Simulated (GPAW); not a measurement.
# Optical response of CdF2

Aim: the dielectric function of CdF2, and the optical constants that follow from it.

Calculated with GPAW 26.7.0; DFT, LDA, plane-wave PAW (GPAW data sets), scalar-relativistic, RPA, optical limit.

## (1) The starting structure

Symmetry: Fm-3m, No. 225, cubic system. The conventional cell has a = 5.388 Å, b = 5.388 Å, c = 5.388 Å, α = 90.00°, β = 90.00°, γ = 90.00°. Nearest to Cd lie 8 F at 2.33 Å. Nearest to F lie 4 Cd at 2.33 Å. Farther neighbours and most contacts between anions are not listed.

Coordinates:

```cif
data_structure
_symmetry_space_group_name_H-M 'P 1'
_symmetry_Int_Tables_number 1
_cell_length_a 3.8099
_cell_length_b 3.8099
_cell_length_c 3.8099
_cell_angle_alpha 60.000
_cell_angle_beta 60.000
_cell_angle_gamma 60.000
_cell_volume 39.10
loop_
_atom_site_label
_atom_site_type_symbol
_atom_site_fract_x
_atom_site_fract_y
_atom_site_fract_z
_atom_site_occupancy
Cd1 Cd 0.00000 0.00000 0.00000 1
F2 F 0.75000 0.75000 0.75000 1
F3 F 0.25000 0.25000 0.25000 1
```

## (2) Ground state

First the ground state: is it a metal or has it a gap?

This step: DFT, LDA, plane-wave PAW (GPAW data sets), scalar-relativistic, ground state (GPAW 26.7.0).

The input, gs.py:

```python
from ase import Atoms
from ase.dft.bandgap import bandgap
from gpaw import GPAW, PW, FermiDirac

atoms = Atoms(['Cd', 'F', 'F'],
              cell=[[0.000000000000, 2.694000000000, 2.694000000000],
                    [2.694000000000, 0.000000000000, 2.694000000000],
                    [2.694000000000, 2.694000000000, 0.000000000000]],
              scaled_positions=[[0.000000000000, 0.000000000000, 0.000000000000],
                                [0.750000000000, 0.750000000000, 0.750000000000],
                                [0.250000000000, 0.250000000000, 0.250000000000]],
              pbc=[True, True, True])
atoms.calc = GPAW(mode=PW(500), xc='LDA', kpts={'size': (7, 7, 7), 'gamma': True},
                  occupations=FermiDirac(0.05), maxiter=150, txt='gs.txt')
print('energy (eV)', atoms.get_potential_energy())
print('Fermi level (eV)', atoms.calc.get_fermi_level())
print('valence electrons', atoms.calc.get_number_of_electrons())
print('gap (eV)', bandgap(atoms.calc, output=None)[0])
print('direct gap (eV)', bandgap(atoms.calc, direct=True, output=None)[0])
atoms.calc.write('gs.gpw')
```

On the command line:

```bash
$ OMP_NUM_THREADS=1 python gs.py
```

Numbers of over 12 decimals in the logs are rounded to 6 here.

Output:

```text
__  _  _
 | _ |_)|_||  |
 |__||  | ||/\| - 26.7.0

Versions:
  Python: 3.12.14
  ASE:    3.29.0
  Numpy:  2.5.5
  Scipy:  1.18.1
  Libxc:  7.0.0

Input parameters:
  mode=PW(ecut=500.0),
  kpts=MonkhorstPack(size=(7, 7, 7), gamma=True),
  maxiter=150,
  occupations=Occupations(name='fermi-dirac', width=0.05, fixmagmom=False),
  xc=XC(name='LDA')

Diagonalizing LCAO Hamiltonian
Converting LCAO to pw mode

                    F

           F

       Cd

Atoms  # Å, Bohr magnetons
|   | symbol |        x |        y |        z |    initial magnetic moments |
| 0 |     Cd | 0.000000 | 0.000000 | 0.000000 | ( 0.0000,  0.0000,  0.0000) |
| 1 |      F | 4.041000 | 4.041000 | 4.041000 | ( 0.0000,  0.0000,  0.0000) |
| 2 |      F | 1.347000 | 1.347000 | 1.347000 | ( 0.0000,  0.0000,  0.0000) |

Unit cell  # Å
| periodic |        x |        y |        z |  lengths |    angles |
|      yes | 0.000000 | 2.694000 | 2.694000 | 3.809891 | 60.000000 |
|      yes | 2.694000 | 0.000000 | 2.694000 | 3.809891 | 60.000000 |
|      yes | 2.694000 | 2.694000 | 0.000000 | 3.809891 | 60.000000 |

Number of symmetries: 48
Symmetry operations  # r_c * U_cc + t_c -> r_c
|    | kind |            matrix            |
|  0 |  σ   |  1, 0, 0,  1, 0,-1,  1,-1, 0 |
|  1 |  C2  |  1, 0, 0,  1,-1, 0,  1, 0,-1 |
|  2 |  E   |  1, 0, 0,  0, 1, 0,  0, 0, 1 |
|  3 |  σ   |  1, 0, 0,  0, 0, 1,  0, 1, 0 |
|  4 |  C4  |  1, 0,-1,  1, 0, 0,  1,-1, 0 |
|  5 |  S6  |  1, 0,-1,  1,-1, 0,  1, 0, 0 |
|  6 |  σ   |  1, 0,-1,  0, 1,-1,  0, 0,-1 |
|  7 |  C3  |  1, 0,-1,  0, 0,-1,  0, 1,-1 |
|  8 |  S6  |  1,-1, 0,  1, 0, 0,  1, 0,-1 |
|  9 |  C4  |  1,-1, 0,  1, 0,-1,  1, 0, 0 |
| 10 |  C3  |  1,-1, 0,  0,-1, 1,  0,-1, 0 |
| 11 |  σ   |  1,-1, 0,  0,-1, 0,  0,-1, 1 |
| 12 |  σ   |  0, 1, 0,  1, 0, 0,  0, 0, 1 |
| 13 |  C4  |  0, 1, 0,  0, 1,-1, -1, 1, 0 |
| 14 |  C3  |  0, 1, 0,  0, 0, 1,  1, 0, 0 |
| 15 |  S6  |  0, 1, 0, -1, 1, 0,  0, 1,-1 |
| 16 |  C2  |  0, 1,-1,  1, 0,-1,  0, 0,-1 |
| 17 |  σ   |  0, 1,-1,  0, 1, 0, -1, 1, 0 |
| 18 |  S4  |  0, 1,-1,  0, 0,-1,  1, 0,-1 |
| 19 |  C4  |  0, 1,-1, -1, 1, 0,  0, 1, 0 |
| 20 |  C3  |  0, 0, 1,  1, 0, 0,  0, 1, 0 |
| 21 |  σ   |  0, 0, 1,  0, 1, 0,  1, 0, 0 |
| 22 |  S6  |  0, 0, 1,  0,-1, 1, -1, 0, 1 |
| 23 |  C4  |  0, 0, 1, -1, 0, 1,  0,-1, 1 |
| 24 |  S4  |  0, 0,-1,  1, 0,-1,  0, 1,-1 |
| 25 |  C3  |  0, 0,-1,  0, 1,-1,  1, 0,-1 |
| 26 |  C2  |  0, 0,-1,  0,-1, 0, -1, 0, 0 |
| 27 |  S6  |  0, 0,-1, -1, 0, 0,  0,-1, 0 |
| 28 |  S4  |  0,-1, 1,  1,-1, 0,  0,-1, 0 |
| 29 |  C4  |  0,-1, 1,  0, 0, 1, -1, 0, 1 |
| 30 |  C2  |  0,-1, 1,  0,-1, 0,  1,-1, 0 |
| 31 |  σ   |  0,-1, 1, -1, 0, 1,  0, 0, 1 |
| 32 |  C3  |  0,-1, 0,  1,-1, 0,  0,-1, 1 |
| 33 |  S6  |  0,-1, 0,  0, 0,-1, -1, 0, 0 |
| 34 |  S4  |  0,-1, 0,  0,-1, 1,  1,-1, 0 |
| 35 |  C2  |  0,-1, 0, -1, 0, 0,  0, 0,-1 |
| 36 |  C2  | -1, 1, 0,  0, 1, 0,  0, 1,-1 |
| 37 |  S6  | -1, 1, 0,  0, 1,-1,  0, 1, 0 |
| 38 |  S4  | -1, 1, 0, -1, 0, 1, -1, 0, 0 |
| 39 |  C3  | -1, 1, 0, -1, 0, 0, -1, 0, 1 |
| 40 |  S6  | -1, 0, 1,  0, 0, 1,  0,-1, 1 |
| 41 |  C2  | -1, 0, 1,  0,-1, 1,  0, 0, 1 |
| 42 |  C3  | -1, 0, 1, -1, 1, 0, -1, 0, 0 |
| 43 |  S4  | -1, 0, 1, -1, 0, 0, -1, 1, 0 |
| 44 |  C2  | -1, 0, 0,  0, 0,-1,  0,-1, 0 |
| 45 |  i   | -1, 0, 0,  0,-1, 0,  0, 0,-1 |
| 46 |  σ   | -1, 0, 0, -1, 1, 0, -1, 0, 1 |
| 47 |  C2  | -1, 0, 0, -1, 0, 1, -1, 1, 0 |

BZ-sampling:
  Number of BZ points: 343
  Number of IBZ points: 20

  Monkhorst-Pack size: [7, 7, 7]
  Monkhorst-Pack shift: [0, 0, 0]

K-points  # in reciprocal-cell coordinates
|     |                                coordinates |     weight |
|   0 | (  0.00000000,   0.00000000,   0.00000000) | 0.00291545 |
|   1 | (  0.14285714,   0.14285714,   0.00000000) | 0.01749271 |
|   2 | (  0.14285714,   0.14285714,   0.14285714) | 0.02332362 |
|   3 | (  0.28571429,   0.14285714,   0.14285714) | 0.03498542 |
|   4 | (  0.28571429,   0.28571429,   0.00000000) | 0.01749271 |
|   5 | (  0.28571429,   0.28571429,   0.14285714) | 0.06997085 |
|   6 | (  0.28571429,   0.28571429,   0.28571429) | 0.02332362 |
|   7 | (  0.42857143,  -0.28571429,  -0.28571429) | 0.03498542 |
|   8 | (  0.42857143,   0.28571429,  -0.42857143) | 0.13994169 |
|   9 | (  0.42857143,   0.28571429,  -0.28571429) | 0.06997085 |
| ... |                                            |            |
|  19 | (  0.42857143,   0.42857143,   0.42857143) | 0.02332362 |

Plane wave coefficients: 999
Cutoff: 500.0 eV

Spin-components: 1 (collinear spins)
Bands:           17
Projectors:      16
Spin-degeneracy: 2
Datatype:        complex128

Parallelization:
  kpt:    1
  domain: 1
  band:   1

Density:
  Valence electrons: 26.0
  Components: 1
  Grid points: [20 20 20]
  Charge: 0.0  # |e|

Potential:
  Grid points: [20 20 20]

species:
  Cd:
    name:    Cadmium
    id:
    Z:       48.0
    valence: 12
    core:    36
    charge:  0.0  # [|e|]
    compensation charges:
      type: gauss
      rc: 0.38  # [Å]
      lmax: 2
    cutoffs:
      filter: 2.12  # [Å]
      core: 2.62  # [Å]
    projectors
    | kind |    occ | energy [eV] | rcut [Å] |
    |   5s |  2.000 |      -5.950 |    1.191 |
    |   5p |  0.000 |      -1.328 |    1.228 |
    |   4d | 10.000 |     -11.904 |    1.164 |
    |    s |        |      21.261 |    1.191 |
    |    p |        |      25.883 |    1.228 |
    |    d |        |      15.307 |    1.164 |

    Using partial waves for Cd as LCAO basis

  F:
    name:    Fluorine
    id:
    Z:       9.0
    valence: 7
    core:    2
    charge:  0.0  # [|e|]
    compensation charges:
      type: gauss
      rc: 0.20  # [Å]
      lmax: 2
    cutoffs:
      filter: 1.14  # [Å]
      core: 0.74  # [Å]
    projectors
    | kind |    occ | energy [eV] | rcut [Å] |
    |   2s |  2.000 |     -29.647 |    0.635 |
    |   2p |  5.000 |     -11.293 |    0.635 |
    |    s |        |      -2.435 |    0.635 |
    |    p |        |      15.918 |    0.635 |
    |    d |        |       0.000 |    0.635 |

    Using partial waves for F as LCAO basis

Reference energy: -157433.884236  # eV

eigensolver:
  PPCG
  Converge bands: occupied
  niter=2

density mixing:
  MSR1-Mixer
  Pratt-step length: 0.05
  Maximum mixing coefficient: 0.75
  Old densities: 10
  SVD Regularization: 0.005
  Good broyden scale: 1.0
  Trust region scale: 1.0
  Backstep threshold: 4.0
  History deletion threshold: 6.0
  Fourier metric: weight=20.0, sigma=0.015

occupation numbers:
  Fermi-Dirac:
    width: 0.0500  # eV

poisson solver:
  ecut: 4000.0  # eV

xc functional:
  name: None

convergence criteria:
- Maximum [total energy] change in last 3 cyles: 0.0005 eV / valence electron
- Maximum integral of absolute [dens]ity change: 0.0001 electrons / valence electron
- Maximum integral of absolute [eigenst]ate change: 4e-08 eV^2 / valence electron
maximum number of iterations: 150

SCF iterations
|iter     |      energy | eigst |  dens |
|iter:   1||  -14.063231 | -0.81 |       |
|iter:   2||  -13.701896 | -2.12 | -1.08 |
|iter:   3||  -12.656074 | -0.66 | -1.12 |
|iter:   4||  -12.627695 | -2.99 | -1.57 |
|iter:   5||  -12.619238 | -3.50 | -1.89 |
|iter:   6||  -12.619252c| -5.31 | -3.09 |
|iter:   7||  -12.619257c| -6.44 | -3.45 |
|iter:   8||  -12.619257c| -8.42c| -4.64c|

Converged in 8 steps
SCF loop duration: 3.746 s (0.468 s/step)
Energy contributions relative to reference atoms: (reference = -157433.884236)

Energy contributions:
  Kinetic:          27.690514
  Coulomb:         -24.847342
  Zero:              0.380077
  External:          0.000000
  Xc:              -15.842506
  Entropy:          -0.000000
  Spinorbit:         0.000000
  ----------------------------
  Free energy:     -12.619257
  Extrapolated:    -12.619257

dipole moment: (-17.503446, -17.503446, -17.503446)  # |e|*Ang

Fermi level: 2.466
Eigenvalues  # (at kpt = [0.000, 0.000, 0.000])
| band index |      eig [eV] | occ [0-2] |
|          0 |       -19.069 |     2.000 |
|        ... |               |           |
|          5 |        -2.830 |     2.000 |
|          6 |        -2.830 |     2.000 |
|          7 |         0.406 |     2.000 |
|          8 |         0.407 |     2.000 |
|          9 |         0.407 |     2.000 |
|         10 |         0.999 |     2.000 |
|         11 |         0.999 |     2.000 |
|         12 |         0.999 |     2.000 |
|         13 |         4.218 |     0.000 |
|         14 |        13.706 |     0.000 |
|         15 |        13.706 |     0.000 |
|         16 |        13.706 |     0.000 |

Gap: 2.832 eV
Transition (v -> c):
  (s=0, k=9, n=12, [0.43, 0.29, -0.29]) -> (s=0, k=0, n=13, [0.00, 0.00, 0.00])
Direct/indirect transitions are different
Direct gap: 3.218 eV
Transition at: (s=0, k=0, n=12, [0.00, 0.00, 0.00])

--- standard output ---
energy (eV) -12.619257
Fermi level (eV) 2.465605
valence electrons 26.0
gap (eV) 2.832222
direct gap (eV) 3.218371
```

Run time: 5.7 s. Hardware: 1 thread of Arm Neoverse V2, shared host; peak memory 0.13 GiB.

Numbers from this step:

- energy: -12.62 eV
- Fermi energy: 2.466 eV
- gap on the k-mesh: 2.832 eV
- direct gap on the mesh: 3.218 eV
- electrons: 26

There is a gap, 2.83 eV on this mesh (points off the mesh can give less), so no carriers' term is needed.

## (3) Bands for the response

The response needs many more empty bands than the density does.

This step: DFT, LDA, plane-wave PAW (GPAW data sets), scalar-relativistic, bands at fixed density (GPAW 26.7.0).

The input, nscf.py:

```python
from ase.dft.bandgap import bandgap
from gpaw import GPAW, FermiDirac

calc = GPAW('gs.gpw').fixed_density(kpts={'size': (16, 16, 16), 'gamma': True}, nbands=40, convergence={'bands': 34},
                                    occupations=FermiDirac(0.001), txt='nscf.txt')
print('gap (eV)', bandgap(calc, output=None)[0])
print('direct gap (eV)', bandgap(calc, direct=True, output=None)[0])
print('top band over the Fermi level (eV)', min(calc.get_eigenvalues(kpt=k)[33] for k in range(len(calc.get_ibz_k_points()))) - calc.get_fermi_level())
calc.write('full.gpw', mode='all')
```

On the command line:

```bash
$ OMP_NUM_THREADS=1 python nscf.py
```

Output:

```text
Diagonalizing LCAO Hamiltonian
Converting LCAO to pw mode
convergence criteria:
- Maximum integral of absolute [eigenst]ate change: 4e-08 eV^2 / valence electron
maximum number of iterations: 150

SCF iterations
|iter     |      energy | eigst |  dens |
|iter:   1||             | +3.27 |       |
|iter:   2||             | +1.69 |       |
|iter:   3||             | +0.67 |       |
|iter:   4||             | -0.28 |       |
|iter:   5||             | -1.08 |       |
|iter:   6||             | -1.84 |       |
|iter:   7||             | -2.55 |       |
|iter:   8||             | -3.26 |       |
|iter:   9||             | -3.97 |       |
|iter:  10||             | -4.70 |       |
|iter:  11||             | -5.43 |       |
|iter:  12||             | -6.17 |       |
|iter:  13||             | -6.85 |       |
|iter:  14||             | -7.41c|       |
SCF steps: 14
  __  _  _
 | _ |_)|_||  |
 |__||  | ||/\| - 26.7.0

Versions:
  Python: 3.12.14
  ASE:    3.29.0
  Numpy:  2.5.5
  Scipy:  1.18.1
  Libxc:  7.0.0

Input parameters:
  mode=PW(ecut=500.0),
  convergence={'bands': 34},
  gpts=array([20, 20, 20]),
  kpts=MonkhorstPack(size=(16, 16, 16), gamma=True),
  maxiter=150,
  nbands=40,
  occupations=Occupations(name='fermi-dirac', width=0.001, fixmagmom=False),
  parallel={},
  xc=XC(name='LDA')

--- standard output ---
gap (eV) 2.775428
direct gap (eV) 3.218371
top band over the Fermi level (eV) 34.033843
```

Run time: 1.8 min. Hardware: 1 thread; peak memory 0.27 GiB.

Read-outs, printed or worked out from the files:

```
gap on the k-mesh : 2.775 eV
```

## (4) Dielectric function, RPA

Local fields let the induced charge screen the field inside the cell, which as a rule lowers ε, most along directions where the density is uneven.

This step: DFT, LDA, plane-wave PAW (GPAW data sets), scalar-relativistic, RPA, optical limit (GPAW 26.7.0).

The input, df.py:

```python
from gpaw.response.df import DielectricFunction

df = DielectricFunction('full.gpw', frequencies={'type': 'nonlinear', 'domega0': 0.03, 'omega2': 8},
                        ecut=50,
                        eta=0.15,
                        nbands=34,
                        txt='df.txt')
for direction in ['x']:
    df.get_dielectric_function(xc='RPA', direction=direction, filename=f'df_{direction}.csv')
```

On the command line:

```bash
$ OMP_NUM_THREADS=1 python df.py
```

Output:

```text
Using integrator: PointIntegrator
NonLinearFrequencyDescriptor(from 0.000 to 60.499 eV, 489 points)
Nonperiodic BCs:  [False False False]
Using integrator: PointIntegrator
NonLinearFrequencyDescriptor(from 0.000 to 60.499 eV, 489 points)
Nonperiodic BCs:  [False False False]

Calculating chi0 body with:
    Ground state adapter containing:
    Number of spins: 1
    Number of kpoints: 4096
    Number of irreducible kpoints: 145
    Number of completely occupied states: 13
    Number of partially occupied states: 13

    Linear response parametrization:
    q_c: [0.0, 0.0, 0.0]
    Number of frequency points: 489
    Planewave cutoff: 50.0
    Number of bands: 34
    Number of planewaves: 27
    Broadening (eta): 0.15

Integrating chi0 body.

Symmetries of q_c:
    Direct symmetries (Uq -> q): 48
    Indirect symmetries (TUq -> q): 0
In total 48 allowed symmetries.

145 groups of equivalent kpoints. 96.4599609375% reduction.

Integral kind: spectral function

Calculating chi0 optical extensions with:
    Ground state adapter containing:
    Number of spins: 1
    Number of kpoints: 4096
    Number of irreducible kpoints: 145
    Number of completely occupied states: 13
    Number of partially occupied states: 13

    Linear response parametrization:
    Number of frequency points: 489
    Planewave cutoff: 50.0
    Number of bands: 34
    Number of planewaves: 27
    Broadening (eta): 0.15
Integrating chi0 head and wings.

Symmetries of q_c:
    Direct symmetries (Uq -> q): 48
    Indirect symmetries (TUq -> q): 0
In total 48 allowed symmetries.

145 groups of equivalent kpoints. 96.4599609375% reduction.

Integral kind: spectral function wings
```

It took 13 s on 1 thread; peak memory 0.24 GiB.

This step gave:

- electronic dielectric constant ε∞, mean over x, y and z (by symmetry where fewer were run): 2.760
- main peak of Im epsilon, first axis: 9.906 eV
- centre of weight of the strongest loss peak in the window: 16.37 eV

(Continued in part 2 of 2.)

[Machine, clock and banner lines and Python warnings are left out of the logs.]

[Logs are printed without paths, hosts, clocks, repeated set-up lines and the standing remarks that a program may print on its own settings, such as how far it seeks lower states.]

[Hosts, paths, dates, database ids (printed as entryN), source tags and the programs' standing remarks are cut or masked in the printed files.]
